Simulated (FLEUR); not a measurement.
```
! title: Magnetic state of CuPd (Skaergaardite) from several starts
! method: PBEsol; all-electron FLAPW, Dirac cores, scalar-relativistic bands
! program: FLEUR MaX-R8.1
! settings of one run: kmax 3.6 1/bohr, gmax 10.8 1/bohr, muffin tin radii Cu: 2.38, Pd: 2.38 bohr, lmax Cu: [8, 6], Pd: [8, 6], hist occupations, smearing width 0.03 eV, mixer Anderson, mixing 0.05, max iterations 90, stop 2.00e-5 me/bohr³, collinear spin, 5×10×10 k-mesh, mesh matched on, starting moments 0.5 -0.5 0.6 -0.6 μB
! cost: 4 runs, 88 s in all on 4 MPI ranks of Intel Xeon 6975P-C (Granite Rapids), shared host (the runs of this entry)
! notes: The database entry behind the starting cell differs from later determinations by our own check (about 0.35 % long).
! lowest state found: non-magnetic (initial antiferro q=(1/2,1/2,1/2) +-+-)
! largest site spin moment: 0 μB
CELL_PARAMETERS angstrom
5.97600 0.00000 0.00000
2.98800 2.98800 0.00000
2.98800 0.00000 2.98800
ATOMIC_POSITIONS crystal
Cu 0.00000 0.00000 0.00000
Cu 0.50000 0.00000 0.00000
Pd 0.75000 0.50000 0.50000
Pd 0.25000 0.50000 0.50000
```

[Logs and program files are shortened in this print: banners, set-up blocks, solver, clock and traceback lines can be left out without a mark of their own.]

[Logs are printed without paths, hosts, clocks, repeated set-up lines and the standing remarks that a program may print on its own settings, such as how far it seeks lower states.]

[Hosts, paths, dates, database ids (printed as entryN), source tags and the programs' standing remarks are cut or masked in the printed files.]

[Where a cell is said to come from a database of computed structures, the database is the Materials Project.]
